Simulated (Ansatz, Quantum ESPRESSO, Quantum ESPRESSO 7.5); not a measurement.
# Band edges of 1T-TiO2, 1 layer under strain

Aim: band edges, gap and stiffness of 1T-TiO2, 1 layer under biaxial strain.

Program: Quantum ESPRESSO 7.5. Level of theory: plane-wave DFT, PBE, GBRV ultrasoft pseudopotentials (geometry by Ansatz 0.2.0 with PAW datasets; geometry under PBE). Results are calculated unless marked as measured.

Most raw output is cut from this account.

**1. Starting point**

The cell holds 3 atoms: 2 O and 1 Ti. Cell: a = 2.990 Å, b = 2.990 Å, c = 17.461 Å, α = 90.0°, β = 90.0°, γ = 120.0°. It derives from TiO2. Vacuum lies along c.

This sheet is a model structure: its symmetry is held, and its stability is not tested here.

**2. Geometry from Ansatz**

The geometry comes first, from a plane-wave PAW code, so that the later runs on this slab share one structure.

input.yaml reads:

```yaml
crystal:
  lattice:
    - [2.99, 0.0, 0.0]
    - [-1.495, 2.5894159573, 0.0]
    - [0.0, 0.0, 17.4611921231]
  atoms:
    - { symbol: O, position: [0.6666666667, 0.3333333333, 0.4295239378] }
    - { symbol: Ti, position: [0.0, 0.0, 0.5] }
    - { symbol: O, position: [0.3333333333, 0.6666666667, 0.5704760622] }
kpoints:
  mp_grid: { grid: [12, 12, 1] }
hamiltonian:
  xc: pbe
scf:
  occupations: { method: fermi_dirac, width: 0.05 }
  convergence: { dr2_threshold: 1.0e-08 }
efield:
  axis: 3
  dipole_correction: true
  ramp_position: 0.97
  ramp_width: 0.04
relax:
  f_tol: 0.01
  cell: { fix: [c, alpha, beta] }
output:
  write_potential: true
  write_density: true
  volumetric_format: npy
```

Started as:

```sh
$ ansatz run input.yaml --threads 2 --pin off --max-ram 4096MiB --backend cpu --events-out ev --progress --plain --runs-dir out
```

It took 12 s on 2 threads of Arm Neoverse V2, shared host; peak memory 0.35 GiB.

Relaxation path:

```
step  energy less that of the first step (eV)  largest force component (eV/Å)  pressure (GPa)  volume (Å³)
   1                                   0.0000                          4.1693           -6.85       135.19
   2                                  -1.0827                          1.4280           -2.89       136.85
   3                                  -1.1838                          0.5743            1.64       133.15
   4                                  -1.2028                          0.0601           -0.15       135.32
   5                                  -1.2032                          0.0030            0.01       135.14
  6*                                  -1.2031                          0.0030            0.00       135.14
```

Relaxation steps marked * repeat the geometry before them on a plane-wave basis chosen anew for their cell, so energy and pressure can jump there.

```
cell as run  before  after  change
      a (Å)   2.990  2.989  -0.0 %
      b (Å)   2.990  2.989  -0.0 %
```

The atoms that moved most (Å, along periodic axes as changes of fractional coordinates times the final cell, across vacuum about the mean position):

```
atom     dx     dy      dz  length
  O3  0.000  0.000  -0.266   0.266
  O1  0.000  0.000   0.266   0.266
```

The relaxed structure:

```cif
data_structure
_symmetry_space_group_name_H-M 'P 1'
_symmetry_Int_Tables_number 1
_cell_length_a 2.9895
_cell_length_b 2.9895
_cell_length_c 17.4612
_cell_angle_alpha 90.000
_cell_angle_beta 90.000
_cell_angle_gamma 120.000
_cell_volume 135.14
loop_
_atom_site_label
_atom_site_type_symbol
_atom_site_fract_x
_atom_site_fract_y
_atom_site_fract_z
_atom_site_occupancy
O1 O 0.66667 0.33333 0.44475 1
Ti2 Ti 0.00000 0.00000 0.50000 1
O3 O 0.33333 0.66667 0.55525 1
```

This step gave:

| Property | Result |
| --- | --- |
| free energy | -3638.3184 eV |
| Fermi energy | -3.023 eV |
| gap by band count | 2.727 eV |
| symmetry operations | 6 |
| dipole along the normal | 1.88e-5 e·Å |
| vacuum level at the upper face over a Fermi level inside the gap | 6.894 eV |
| vacuum level at the lower face over a Fermi level inside the gap | 6.894 eV |

**3. Running the series**

Under ESM bc1 levels count from the vacuum, or from the mean of the two vacuum levels where the sheet has a dipole, so band edges at unlike strains can be compared.

Level of this step: plane-wave DFT, PBE, GBRV ultrasoft pseudopotentials (Quantum ESPRESSO 7.5).

run.py reads:

```python
import json
import numpy as np
from ase import Atoms
from ase.calculators.espresso import Espresso, EspressoProfile

profile = EspressoProfile(command='mpirun -n 2 pw.x -nk 2', pseudo_dir='../pseudo')
pseudopotentials = {'O': 'o_pbe_v1.2.uspp.F.UPF', 'Ti': 'ti_pbe_v1.4.uspp.F.UPF'}
system = {'ecutwfc': 40, 'ecutrho': 200, 'occupations': 'smearing', 'smearing': 'fd', 'degauss': 0.002}


def calculator(name, kpts, **extra):
    data = dict(control=dict(tprnfor=True, verbosity='high', disk_io='none'),
                system=system | extra,
                electrons=dict(conv_thr=1e-09, mixing_beta=0.4, mixing_mode='plain',
                               electron_maxstep=100))
    return Espresso(profile=profile, directory=name, pseudopotentials=pseudopotentials, kpts=kpts, input_data=data)


def centre(atoms):
    z = atoms.positions[:, 2]
    atoms.positions[:, 2] -= (z.max() + z.min()) / 2  # ESM wants the slab about z = 0
    return atoms

sheet = Atoms(
    ['O', 'Ti', 'O'],
    scaled_positions=[
        [0.6666666667, 0.3333333333, 0.4447545916],
        [0.0000000000, 0.0000000000, 0.5000000115],
        [0.3333333333, 0.6666666667, 0.5552453969]],
    cell=[
        [2.989483712552, 0.000000000000, 0.000000000000],
        [-1.494741856276, 2.588968839270, 0.000000000000],
        [0.000000000000, 0.000000000000, 17.461192123100]],
    pbc=True)

rows = []
for strain in [-0.03, -0.015, 0.0, 0.015, 0.03]:
    atoms = sheet.copy()
    atoms.set_cell(sheet.cell.array * [[1 + strain], [1 + strain], [1]], scale_atoms=True)
    atoms = centre(atoms)
    atoms.calc = calculator(f's{strain:+.3f}', (18, 18, 1), assume_isolated='esm', esm_bc='bc1', nbnd=16)
    energy = atoms.get_potential_energy()
    levels = np.array([atoms.calc.get_eigenvalues(kpt=i) for i in range(len(atoms.calc.get_ibz_k_points()))])
    top, bottom = levels[:, 11].max(), levels[:, 12].min()
    direct = (levels[:, 12] - levels[:, 11]).min()
    rows.append([strain, energy, top, bottom, direct])
    print(f'strain {strain:+.3f}: E = {energy:.5f} eV, valence top {top:.3f}, conduction bottom {bottom:.3f}, '
          f'gap {bottom - top:.3f}, least direct gap {direct:.3f} eV')

x, energy, top, bottom, direct = np.array(rows).T
area = np.linalg.norm(np.cross(*sheet.cell[:2]))
stiffness = np.polyfit(x, energy, 2)[0] / area * 16.0218  # C11 + C12, heights clamped
print(f'valence and conduction edges move by {np.polyfit(x, top, 1)[0]:.2f} and {np.polyfit(x, bottom, 1)[0]:.2f} eV per unit biaxial strain')
print(f'C11 + C12 with clamped heights: {stiffness:.1f} N/m')
json.dump(dict(rows=rows, stiffness=stiffness), open('result.json', 'w'))
```

Started as:

```sh
$ OMP_NUM_THREADS=1 python run.py
```

Wall time 3.8 min (2 MPI ranks); peak memory 0.36 GiB.

This step gave:

```
biaxial stiffness : 266.2 N/m
```

Band edge from the vacuum level against biaxial strain:

```
biaxial strain (%)  valence top (eV)  conduction bottom (eV)
             -3.00             -8.38                   -5.39
             -1.50             -8.34                   -5.49
              0.00             -8.30                   -5.59
              1.50             -8.26                   -5.67
              3.00             -8.21                   -5.76
```

The gap by biaxial strain:

```
biaxial strain (%)  on the mesh (eV)  least direct (eV)
             -3.00              2.99               3.10
             -1.50              2.85               3.00
              0.00              2.72               2.89
              1.50              2.58               2.79
              3.00              2.45               2.69
```

The energy over the lowest by biaxial strain:

```
biaxial strain (%)  energy over the lowest (meV)
             -3.00                           130
             -1.50                          32.8
              0.00                             0
              1.50                          25.0
              3.00                           101
```

**4. The script: vdW-DF-cx, GBRV ultrasoft**

Level of this step: plane-wave DFT, vdW-DF-cx, GBRV ultrasoft pseudopotentials made under PBE (Quantum ESPRESSO 7.5). input_dft overrides the functional of the files.

run.py, as its differences from the input of step 3:

```diff
@@ -7,3 +7,3 @@
 pseudopotentials = {'O': 'o_pbe_v1.2.uspp.F.UPF', 'Ti': 'ti_pbe_v1.4.uspp.F.UPF'}
-system = {'ecutwfc': 40, 'ecutrho': 200, 'occupations': 'smearing', 'smearing': 'fd', 'degauss': 0.002}
+system = {'ecutwfc': 40, 'ecutrho': 200, 'input_dft': 'vdw-df-cx', 'occupations': 'smearing', 'smearing': 'fd', 'degauss': 0.002}
```

Started as:

```sh
$ OMP_NUM_THREADS=1 python run.py
```

Run time: 6.1 min. Hardware: 2 MPI ranks; peak memory 0.43 GiB.

This step gave:

```
biaxial stiffness : 260.4 N/m
```

The band edge from the vacuum level by biaxial strain:

```
biaxial strain (%)  valence top (eV)  conduction bottom (eV)
             -3.00             -8.49                   -5.50
             -1.50             -8.45                   -5.60
              0.00             -8.41                   -5.70
              1.50             -8.36                   -5.78
              3.00             -8.32                   -5.86
```

Gap against biaxial strain:

```
biaxial strain (%)  on the mesh (eV)  least direct (eV)
             -3.00              2.99               3.09
             -1.50              2.85               2.99
              0.00              2.71               2.89
              1.50              2.58               2.79
              3.00              2.46               2.69
```

Table of energy over the lowest by biaxial strain:

```
biaxial strain (%)  energy over the lowest (meV)
             -3.00                          65.2
             -1.50                          1.13
              0.00                             0
              1.50                          55.4
              3.00                           161
```

**5. Worked from the printed numbers**

Under equal strain ε in the plane, E = A (C11 + C12) ε². From the points at ±1.5 %: d²E/dε² = (32.76 + 24.99 − 2 × 0.00) meV / 0.015² = 257 eV, and 257/(2 × 7.740 Å²) × 16.02 = 266 N/m.

**6. What came out**

```
C11 + C12, heights clamped, PBE, GBRV ultrasoft                                                    : 266 N/m
gap on the mesh at zero strain, PBE, GBRV ultrasoft                                                : 2.72 eV
valence top below the vacuum at zero strain, PBE, GBRV ultrasoft                                   : 8.30 eV
shift of the valence top per unit biaxial strain, PBE, GBRV ultrasoft                              : 2.9 eV
shift of the conduction bottom per unit biaxial strain, PBE, GBRV ultrasoft                        : -6.1 eV
C11 + C12, heights clamped, vdW-DF-cx, GBRV ultrasoft (made under PBE)                             : 260 N/m
gap on the mesh at zero strain, vdW-DF-cx, GBRV ultrasoft (made under PBE)                         : 2.71 eV
valence top below the vacuum at zero strain, vdW-DF-cx, GBRV ultrasoft (made under PBE)            : 8.41 eV
shift of the valence top per unit biaxial strain, vdW-DF-cx, GBRV ultrasoft (made under PBE)       : 3.0 eV
shift of the conduction bottom per unit biaxial strain, vdW-DF-cx, GBRV ultrasoft (made under PBE) : -5.9 eV
```

What this shows: The sheet's biaxial stiffness comes to 266 N/m and its gap at zero strain to 2.72 eV (PBE, GBRV ultrasoft). From −3 % to +3 % the gap on the mesh goes from 2.99 to 2.45 eV; it is indirect at every strain. Heights are clamped under strain, which makes a sheet with several atomic planes too stiff. Zero strain is the PBE cell; under vdW-DF-cx the energy is lowest near -0.7 %, so its stiffness is taken away from its own minimum. Semilocal gaps are too small.

[Logs are printed without paths, hosts, clocks, repeated set-up lines and the standing remarks that a program may print on its own settings, such as how far it seeks lower states.]

[Hosts, paths, dates, database ids (printed as entryN), source tags and the programs' standing remarks are cut or masked in the printed files.]

[Maps of the electrostatic potential energy from Ansatz leave out the sawtooth potential of an applied field or a dipole correction, so their vacuum need not be flat; planar profiles and work functions include it.]
